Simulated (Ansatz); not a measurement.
## What TiIn2 (built on the sites of a database entry of HfB2) distorts into

Wanted: the energy along a soft mode of TiIn2 (built on the sites of a database entry of HfB2) and the structure at the end.

Method: DFT PBEsol, scalar-relativistic, plane waves, PAW, in Ansatz 0.2.0.

The structure was built from a prototype and need not be the compound's stable phase.

**1. The structure**

Symmetry: P6/mmm, No. 191, hexagonal system. Conventional cell: a = 4.861 Å, b = 4.861 Å, c = 2.964 Å, α = 90.00°, β = 90.00°, γ = 120.00°. Ti has 2 Ti at 2.96 Å and 12 In at 3.17 Å nearest. Nearest to In lie 5 In at 2.81 to 2.96 Å and 6 Ti at 3.17 Å. Farther neighbours are not listed.

**2. The dispersion**

The cell comes from relaxations at this level that are not shown. Stability and thermal properties need the whole zone. Linear response on a 2×2×4 q mesh gives force constants as far as a supercell of that size would.

Contents of input.yaml:

```yaml
crystal:
  lattice:
    - [4.8611268095, 0.0, 0.0]
    - [-2.4305634048, 4.2098593081, 0.0]
    - [0.0, 0.0, 2.9644665336]
  atoms:
    - { symbol: Ti, position: [0.0, 0.0, 0.0] }
    - { symbol: In, position: [0.3333333333, 0.6666666667, 0.5] }
    - { symbol: In, position: [0.6666666667, 0.3333333333, 0.5] }
kpoints:
  mp_grid: { grid: [10, 10, 12] }
hamiltonian:
  xc: pbesol
scf:
  occupations: { method: methfessel_paxton, width: 0.15 }
output:
  eigenvalues: true
phonons:
  method: dfpt
  qmesh: [2, 2, 4]
  temperatures: { t_max: 1000, t_step: 50 }
  qpath:
    path:
      - [[0.0, 0.0, 0.0], [0.5, 0.0, 0.0], [0.33333333, 0.33333333, 0.0], [0.0, 0.0, 0.0], [0.0, 0.0, 0.5], [0.5, 0.0, 0.5], [0.33333333, 0.33333333, 0.5], [0.0, 0.0, 0.5]]
      - [[0.5, 0.0, 0.5], [0.5, 0.0, 0.0]]
      - [[0.33333333, 0.33333333, 0.5], [0.33333333, 0.33333333, 0.0]]
    npoints: 10
```

Run with:

```bash
> ansatz run input.yaml --threads 8 --pin off --max-ram 14336MiB --backend cpu --events-out ev --progress --plain --runs-dir out
```

Numbers of over 12 decimals in the logs are rounded to 6 here.

Output:

```text
Warning: phonons: the dynamical matrix that this run interpolates holds no multipole term above the dipole-dipole one, and a site of this crystal is no centre of inversion, so its interpolated transverse optical and acoustic branches and sound speeds can stay off near Gamma, and the density of states and the thermodynamics with them. What a run solves at a wave vector of phonons.qpoints, Gamma apart, where the deck admits one, is free of this, and under fd what a larger phonons.supercell samples
Engine: ansatz 0.2.0, aarch64-unknown-linux-gnu
Pseudopotentials: kind: paw
Pseudopotential: Ti, paw, valence charge 12, recommended cutoff 420 eV (normal), Ti.paw.azcp
Pseudopotential: In, paw, valence charge 13, recommended cutoff 420 eV (normal), In.paw.azcp
Functional definition: PBEsol
  exchange = pbesol_x
  correlation = pbesol_c
Crystal: 3 atoms, lattice volume = 60.667 Å³
Basis set: ecut = 420 eV, 1179 PW (Γ), exchange–correlation on 72×72×40 points (8 copies of the dense FFT grid, shifted against one another)
Bands: 23, of which v1, the nominal top of the filled ones, is band 19 counted from 1 (18 counted from 0)
Symmetry: 24 space group operations
k-points: 98 of 1200
Non-local potential: Ti, projectors of the file, l = 0: 3, l = 1: 2, l = 2: 3, l = 3: 1
Non-local potential: In, projectors of the file, l = 0: 2, l = 1: 2, l = 2: 2, l = 3: 2
PAW form: soft (Blöchl's): semilocal exchange-correlation on the pseudo side does not see the compensation charge
PAW frozen core: Ti, regenerated for the run's functional, and the local potential with it (the file was generated under x = pbe(κ = 0.804, μ = 0.219515), c = pbe(β = 0.066725))
PAW frozen core: In, regenerated for the run's functional, and the local potential with it (the file was generated under x = pbe(κ = 0.804, μ = 0.219515), c = pbe(β = 0.066725))
PAW one-centre angular grid: Ti, 590 points (default); XC on 64 Gauss nodes
PAW one-centre angular grid: In, 590 points (default); XC on 64 Gauss nodes
Initial density: superposition of atomic densities (neutral atoms: chi_scale 0, normalization atom), corrected by the library's trained network
Initial wavefunctions: pseudopotential atomic-orbital guess
Functional: x = pbesol(κ = 0.804, μ = 0.123457), c = pbesol(β = 0.046)
SCF iter   1: F=—  HF=-13524.605883 eV  |F-HF|=—  |Δ(HF+E_count)|=         —  Δρ=8.02e-3  dr2=5.07e-2  ethr=1.77e-3  ⟨swp⟩=5.6  Hψ=10478  notcnv=0
preconditioner: auto → none  [metal: Δε(μ)=0.015 eV  Ē_g=12.256 eV  σ=0.150 eV  W_gap=0.08  n_scr=8 (ndim 8)  ℏωp=26.1 eV  f_vac=0.000  D(μ)=4.64/eV (n_scr^D=56)  sad-step TF]
SCF iter   2: F=—  HF=-13524.599826 eV  |F-HF|=—  |Δ(HF+E_count)|=   6.06e-3  S|Δr|=    0.00e0  Δρ=4.96e-3  dr2=2.67e-2  ethr=1.34e-4  ⟨swp⟩=1.0  Hψ=3038  notcnv=0
SCF iter   3: F=—  HF=-13524.596383 eV  |F-HF|=—  |Δ(HF+E_count)|=   3.44e-3  S|Δr|=    0.00e0  Δρ=1.47e-3  dr2=2.43e-3  ethr=7.04e-5  ⟨swp⟩=2.0  Hψ=2580  notcnv=0
SCF iter   4: F=—  HF=-13524.595870 eV  |F-HF|=—  |Δ(HF+E_count)|=   5.13e-4  S|Δr|=    0.00e0  Δρ=1.55e-4  dr2=1.10e-5  ethr=6.41e-6  ⟨swp⟩=2.0  Hψ=3709  notcnv=0
SCF iter   5: F=—  HF=-13524.595869 eV  |F-HF|=—  |Δ(HF+E_count)|=   8.43e-7  S|Δr|=    0.00e0  Δρ=8.96e-5  dr2=3.03e-6  ethr=2.89e-8  ⟨swp⟩=2.0  Hψ=4146  notcnv=0
SCF iter   6: F=—  HF=-13524.595865 eV  |F-HF|=—  |Δ(HF+E_count)|=   4.39e-6  S|Δr|=    0.00e0  Δρ=1.04e-5  dr2=7.16e-8  ethr=7.97e-9  ⟨swp⟩=2.1  Hψ=3089  notcnv=0
SCF iter   7: F=—  HF=-13524.595865 eV  |F-HF|=—  |Δ(HF+E_count)|=   5.34e-9  S|Δr|=    0.00e0  Δρ=1.95e-6  dr2=1.91e-9  ethr=1.88e-10  ⟨swp⟩=2.0  Hψ=2777  notcnv=0
SCF iter   8: F=—  HF=-13524.595865 eV  |F-HF|=—  |Δ(HF+E_count)|=  6.51e-10  S|Δr|=    0.00e0  Δρ=4.16e-7  dr2=9.64e-11  ethr=5.02e-12  ⟨swp⟩=2.0  Hψ=2575  notcnv=0
SCF iter   9: F=-13524.595865 eV  HF=-13524.595865 eV  |F-HF|=3.64e-12  |Δ(HF+E_count)|=  1.27e-11  S|Δr|=    0.00e0  Δρ=4.24e-8  dr2=8.66e-13  ethr=1.00e-12  ⟨swp⟩=5.3  Hψ=9020  notcnv=0
SCF 1 converged in 9 iterations: F = -13524.595865 eV  dr2 = 8.66e-13
  greatest PAW one-centre occupation: 0.999 electrons in one spin orbital (limit 2), on the Ti atom at site 0 (counted from 0), in its partial waves of l = 0
Initial density: read from a saved state, or passed on in memory by an earlier SCF of this step, an earlier step, the calling program or the single point that the run made first
iter 1 solved again at ethr=6.59e-8 eV; its pass at ethr=3.10e-3 eV (dr2=2.51e-5 eV) is discarded
SCF iter   1: F=—  HF=-13524.595867 eV  |F-HF|=—  |Δ(HF+E_count)|=         —  Δρ=1.38e-7  dr2=9.15e-12  ethr=6.59e-8  ⟨swp⟩=3.0  Hψ=16004  notcnv=0
eigensolver tolerance schedule: the retry pair's looser diagonalisation over-reported the residual by 2737689.75 of it (diagonalisation noise at an unbounded share of the residual, at the tolerance the schedule requests for it); recorded, not acted on — ethr = c·dr2/N_el stays at c = 1.0e-1
preconditioner: auto → none  [metal: Δε(μ)=0.008 eV  Ē_g=12.229 eV  σ=0.150 eV  W_gap=0.04  n_scr=8 (ndim 8)  ℏωp=26.1 eV  f_vac=0.000  D(μ)=4.82/eV (n_scr^D=56)]
SCF iter   2: F=—  HF=-13524.595865 eV  |F-HF|=—  |Δ(HF+E_count)|=   1.99e-6  S|Δr|=    0.00e0  Δρ=1.34e-7  dr2=9.46e-12  ethr=1.00e-12  ⟨swp⟩=6.2  Hψ=9789  notcnv=0
SCF iter   3: F=-13524.595865 eV  HF=-13524.595865 eV  |F-HF|=1.82e-12  |Δ(HF+E_count)|=  9.09e-12  S|Δr|=    0.00e0  Δρ=7.49e-8  dr2=3.14e-12  ethr=1.00e-12  ⟨swp⟩=1.0  Hψ=4915  notcnv=0
SCF 2 converged in 3 iterations: F = -13524.595865 eV  dr2 = 3.14e-12
phonons: the bands overlap, so this run is a metal and interpolates without the dipole-dipole term. If the crystal is really an insulator or semiconductor, its LO-TO splitting is missing
NSCF: frozen V_eff on 98 k-points
NSCF: frozen V_eff on 217 k-points
DFPT response loops at q = (0, 0, 0) (fractional): preconditioner auto → Kerker (q_TF=auto, 2.524 Å⁻¹) (partly filled bands, converged f_vac=0.000); β = 1.00, the filter's whole step (`scf.mixing.beta` (0.50) is not read by the response loops under this deck's `scf.mixing.preconditioner`; to damp them name `kerker` or `kerker_dos`, under which they read `scf.mixing.beta`, and type it under 1.00, their step now; both keys bind the ground state too); Broyden in place of MSR1
NSCF: frozen V_eff on 744 k-points
DFPT response loops at q = (0, 0, 0.25) (fractional): mixed as the last ones told, above
NSCF: frozen V_eff on 434 k-points
DFPT response loops at q = (0, 0, -0.5) (fractional): mixed as the last ones told, above
NSCF: frozen V_eff on 434 k-points
DFPT response loops at q = (0, -0.5, 0) (fractional): mixed as the last ones told, above
NSCF: frozen V_eff on 744 k-points
DFPT response loops at q = (0, -0.5, 0.25) (fractional): mixed as the last ones told, above
NSCF: frozen V_eff on 434 k-points
DFPT response loops at q = (0, -0.5, -0.5) (fractional): mixed as the last ones told, above
SCF converged after 9 iterations
Stability not checked: this state was not tested for a lower state beside it, because cold or Methfessel-Paxton smearing, or corrected tetrahedra, fill the levels in a way that the test cannot read (fill_not_monotonic; see scf.lower_state_search)
Free energy (F): -13524.595865 eV
Harris-Foulkes:  -13524.595865 eV  (|F-HF|=3.64e-12)
Internal energy: -13524.591911 eV  (E = F + TS)
E sigma→0 (E₀):  -13524.594876 eV
Entropy (-TS):   -0.003954 eV (-1.318 meV/atom)
Fermi energy:    13.120718 eV
--- Per-component energies (eV) ---
  E_band       = -141.578867
  E_kinetic    = 760.844560
  E_local      = -2746.152308  (includes V_loc(G=0)·N_el)
  E_nonlocal   = 746.262127
  E_hartree    = 1098.316004
  E_xc         = -525.396833
  E_vxc        = -323.627288  (∫ρ·V_xc dr)
  E_paw        = -9190.137785  (= ΣΔE_a)
  E_vpaw       = -775.538158  (= ΣTr[D̂ρ^β])
  E_aug_tail   = 0.000170  (compensation charges beyond the density's cutoff)
  E_ewald      = -3668.939034
  E_core_change = 0.611189  (= ΣΔE_core)
  E_smearing   = -0.003954  (= −TS)
  E_closure    = -0.000000  (closes the sum)
  Σ components = -13524.595865   (vs F -13524.595865, Δ=0.00e0)
--- Band table (eV; the first three rows and the last of 98) ---
  k-point 0: bands = [... 15 lower, 10.4232, 10.4232, 11.2954, 12.1220, 14.0021, 14.0021, 14.8523, 14.8523]
  k-point 1: bands = [... 15 lower, 10.5549, 10.5549, 11.3938, 12.2536, 13.7425, 13.7425, 15.1772, 15.1772]
  k-point 2: bands = [... 15 lower, 10.9373, 10.9373, 11.6957, 12.5602, 13.3168, 13.3168, 15.8134, 15.8134]
  k-point 97: bands = [... 15 lower, 9.1101, 10.4212, 10.8620, 11.4368, 13.7348, 14.2408, 14.3865, 14.5738]
--- Phonons (Γ-DFPT): 4 representative perturbations + reference (Σ response iterations 12) ---
  ASR residual: 3.131e-5 → 0.000e0 eV/Å²; symmetrization residual: 2.250e-6 eV/Å²
  ASR residual per site (eV/Å²): 3.13e-5 1.88e-5 1.88e-5
  Γ frequencies (cm⁻¹): 0.00 0.00 0.00 30.83 120.49 120.49 134.88 161.00 161.00
--- Phonons (arbitrary-q DFPT): 6 irreducible q on the 2×2×4 mesh ---
  q = [0.0000, 0.0000, 0.0000] (star 1, of the zone-centre solve; hermiticity 7.50e-7, symmetrization 2.38e-10): -0.00 0.00 0.00 30.83 120.49 120.49 134.88 161.00 161.00
  q = [0.0000, 0.0000, 0.2500] (star 2, 4 solved perturbations in 1080 linear systems a pass and spin channel, the states on 372 of 1200 k-point pairs; hermiticity 1.28e-6, symmetrization 2.17e-9): 52.24 52.24 96.49 109.01 123.96 123.96 161.54 161.54 171.39
  q = [0.0000, 0.0000, -0.5000] (star 1, 4 solved perturbations in 630 linear systems a pass and spin channel, the states on 217 of 1200 k-point pairs; hermiticity 1.05e-8, symmetrization 6.88e-9): 61.52 61.52 133.25 139.02 149.81 149.81 160.21 162.22 162.22
  q = [0.0000, -0.5000, 0.0000] (star 3, 6 solved perturbations on 217 of 1200 k-point pairs; hermiticity 2.99e-6, symmetrization 2.68e-10): -121.84 -33.21 41.96 49.94 66.39 118.58 144.11 147.44 180.29
  q = [0.0000, -0.5000, 0.2500] (star 6, 6 solved perturbations on 372 of 1200 k-point pairs; hermiticity 6.41e-7, symmetrization 1.90e-10): -77.83 10.50 76.58 92.74 103.47 142.03 149.29 165.06 177.21
  q = [0.0000, -0.5000, -0.5000] (star 3, 6 solved perturbations on 217 of 1200 k-point pairs; hermiticity 2.26e-6, symmetrization 2.69e-8): 33.67 98.25 107.01 111.53 123.35 142.42 163.67 168.09 190.95
  sum rule: each row above includes the acoustic sum rule's correction from the zone centre's row sums; it moved no ω² by more than (0.42 cm⁻¹)²
  mesh force constants: q→R imaginary residual 1.03e-17; ASR residual 3.131e-5 → 0.000e0 eV/Å²; symmetrization residual 7.105e-15 eV/Å²
  interpolated dispersion: 93 rows × 9 modes
  density of states and harmonic sums: on the 16×16×24 q-mesh, interpolated from the force constants of a 2×2×4 supercell (no non-analytic term)
  largest difference from the sums on the solved wave vectors: F 7.56e-3 eV, S 1.80e-5 and C_V 1.24e-5 eV/K
  zero-point energy: 0.058963 eV/cell   skipped modes (ω ≤ 0): 307, of them read as no rigid motion or as one in doubt: 304 (8.154e-1 modes/cell left out, lowest -121.84 cm⁻¹)   left out of the sums: 9.07e-2 of the cell's modes: C_V's classical limit lies that fraction below 3 k_B per atom; for a crystal, a wire or a layer, F and S can be off by more, and a phonons.interpolated_qmesh denser along its periods is the remedy for the sampling
```

Run time: 8.4 min. Hardware: 8 threads of Arm Neoverse N1, shared host; peak memory 1.8 GiB; 38 min of CPU time.

Reading the cycles: dr2 is the Hartree energy of the density residual (eV), the measure of convergence; HF is the Harris–Foulkes estimate of the energy, which meets the free energy F at convergence.

This step gave:

- volume per atom: 20.22 Å³
- gap on the k-mesh: 0 eV
- sum-rule residual before enforcement: 3.13e-5 eV/Å²
- lowest frequency on the path: -121.8 cm⁻¹
- point group: 6/mmm
- highest frequency on the path or at a solved wavevector: 190.9 cm⁻¹
- highest optical mode at the zone centre (no LO-TO term): 161 cm⁻¹
- lowest optical zone-centre mode: 30.83 cm⁻¹
- lowest mode on the q mesh (acoustic modes at Γ apart): -121.8 cm⁻¹

Frequencies (cm⁻¹) solved at each irreducible wavevector; negative means imaginary. Frequencies by wavevector, by row:

```
q in reciprocal lattice units  star  mode 1  mode 2  mode 3  mode 4  mode 5  mode 6  mode 7  mode 8  mode 9
                        0 0 0     1       0       0       0    30.8   120.5   120.5   134.9     161     161
                     0 0 0.25     2    52.2    52.2    96.5     109     124     124   161.5   161.5   171.4
                     0 0 -0.5     1    61.5    61.5   133.2     139   149.8   149.8   160.2   162.2   162.2
                     0 -0.5 0     3  -121.8   -33.2      42    49.9    66.4   118.6   144.1   147.4   180.3
                  0 -0.5 0.25     6   -77.8    10.5    76.6    92.7   103.5     142   149.3   165.1   177.2
                  0 -0.5 -0.5     3    33.7    98.2     107   111.5   123.3   142.4   163.7   168.1   190.9
```

Interpolated from a 2×2×4 q mesh. Phonon branches along the path, in cm⁻¹:

```
    point  branch 1  branch 2  branch 3  branch 4  branch 5  branch 6  branch 7  branch 8  branch 9
        Γ         0         0         0        31       120       120       135       161       161
  halfway       -71        36        39        60        65        96       140       162       173
        M      -122       -33        42        50        66       119       144       147       180
  halfway      -110       -44        43        44        49       121       144       148       177
        K       -76       -76       -48        47        47       136       136       150       173
  halfway       -79        38        42        48        74        86       142       160       174
        Γ         0         0         0        31       120       120       135       161       161
  halfway        52        52        96       109       124       124       162       162       171
        A        62        62       133       139       150       150       160       162       162
  halfway        49        76       122       132       138       138       160       165       181
        L        34        98       107       112       123       142       164       168       191
  halfway        27       105       106       107       125       148       154       178       185
        H        20       102       102       125       125       129       172       172       182
  halfway        44        82       120       121       138       146       154       170       182
        A        62        62       133       139       150       150       160       162       162
jump to L        34        98       107       112       123       142       164       168       191
  halfway       -78        10        77        93       104       142       149       165       177
        M      -122       -33        42        50        66       119       144       147       180
jump to H        20       102       102       125       125       129       172       172       182
  halfway       -27       -21       -21       109       109       143       143       150       179
        K       -76       -76       -48        47        47       136       136       150       173
```

The phonon branches as a text plot (rows in cm⁻¹):

```
    184 |    ***                    **********   **  ********
    171 | ***   ********    ***   ****** ** **** ****    *   ****
    158 |****       *********************  * ******  ***  ** **
    145 |   **********    *    **********   *************  *** **
    132 |***     **   ****   *********   ********    **  **   ***
    119 |*    ***  *   ********     ******* **   ***   ******
    106 | ** *        **    **       *******     ** *
     93 | * *       * *     *        **     *    *****   **  *
     80 |  *         *              *        *      * **      *
     67 |   ****    *      *    ****          ***    ** *  *   *
     54 |  * ******* *    * ****  **          **   *   **   *   *
     41 | *************  * *        **      **          *
     28 |***        * *****           *** **     ***
     15 |*             * *               *          *    **
      2 |               *                                  *
    -11 |*                                           *
    -24 |    *     *                                  **    *
    -37 | *   ** * *   *                                *    **
    -50 |  *    ***   *                                      * **
    -63 |                                                     *
    -76 |            *                              *          **
    -89 |   *    ** *
   -102 |          *                                 *
   -115 |    ****                                     ***
         Γ    M   K     Γ       A     L  H     A|L     M|H      K
```

Symmetry leaves 6 wavevectors to solve. The lowest mode among them, the acoustic zeros apart, lies at q = (0, -0.5, 0) and is imaginary, 121.8i cm⁻¹, so the energy falls along it.

**3. The mode frozen in, largest atomic shift 0 Å**

The mode followed lies at q = (0, -0.5, 0) with frequency 121.8i cm⁻¹, the softest among the wavevectors solved. At small amplitude the distorted cell has space group no. 51 by a symmetry search on the positions. The undistorted cell that holds it gives the zero of energy on the same k mesh.

System of this step: TiIn2 (built on the sites of a database entry of HfB2). The structure is hexagonal, space group P6/mmm (No. 191). The conventional cell has a = 4.861 Å, b = 4.861 Å, c = 2.964 Å, α = 90.00°, β = 90.00°, γ = 120.00°. Nearest to Ti lie 2 Ti at 2.96 Å and 12 In at 3.17 Å. Nearest to In lie 5 In at 2.81 to 2.96 Å and 6 Ti at 3.17 Å. Farther neighbours are not listed.

Contents of input.yaml:

```yaml
crystal:
  lattice:
    - [0.0, 0.0, 2.9644665336]
    - [4.8611268095, 0.0, 0.0]
    - [0.0, 8.4197186161, 0.0]
  atoms:
    - { symbol: Ti, position: [0.0, 0.5, 0.5] }
    - { symbol: Ti, position: [0.0, 0.0, 0.0] }
    - { symbol: In, position: [0.5, 0.0, 0.3333333333] }
    - { symbol: In, position: [0.5, 0.5, 0.8333333333] }
    - { symbol: In, position: [0.5, 0.5, 0.1666666667] }
    - { symbol: In, position: [0.5, 1.0, 0.6666666667] }
kpoints:
  mp_grid: { grid: [10, 6, 4] }
hamiltonian:
  xc: pbesol
scf:
  occupations: { method: methfessel_paxton, width: 0.15 }
output:
  forces: true
  stress: true
  eigenvalues: true
```

Output:

```text
[...]
Crystal: 6 atoms, lattice volume = 121.334 Å³
Basis set: ecut = 420 eV, 2349 PW (Γ), exchange–correlation on 40×72×120 points (8 copies of the dense FFT grid, shifted against one another)
Bands: 46, of which v1, the nominal top of the filled ones, is band 38 counted from 1 (37 counted from 0)
Symmetry: 16 space group operations
[...]
k-points: 72 of 240
[...]
k-point 0: bands = [... 34 lower, 10.8533, 11.2973, 12.1166, 12.9068, 13.1337, 13.9996, 14.0028, 14.6798, ... 4 higher]
  k-point 1: bands = [... 34 lower, 11.0217, 11.9398, 12.4628, 12.9287, 13.2091, 13.5839, 13.7807, 14.6998, ... 4 higher]
  k-point 2: bands = [... 34 lower, 11.4726, 11.4726, 13.0187, 13.0187, 13.4362, 13.4362, 14.0840, 14.0840, ... 4 higher]
  k-point 71: bands = [... 34 lower, 10.8505, 10.8505, 11.0743, 11.0743, 13.9024, 13.9024, 13.9077, 13.9077, ... 4 higher]
[key lines of the parts left out:]
SCF converged after 7 iterations
Free energy (F): -27049.201294 eV
Fermi energy:    13.118769 eV
P = ⅓ Tr σ = -0.0456 GPa (-0.456 kbar)
```

The job ended after 12 s (8 threads; peak memory 0.76 GiB; 44 s of CPU time).

Numbers from this step:

* pressure: -0.04564 GPa
* energy from the undistorted cell: 0 meV/atom

The run ends at a pressure of -0.05 GPa, with forces up to 0.010 eV/Å.

(Continued in part 2 of 3.)

[Logs are printed without paths, hosts, clocks, repeated set-up lines and the standing remarks that a program may print on its own settings, such as how far it seeks lower states.]

[Hosts, paths, dates, database ids (printed as entryN), source tags and the programs' standing remarks are cut or masked in the printed files.]
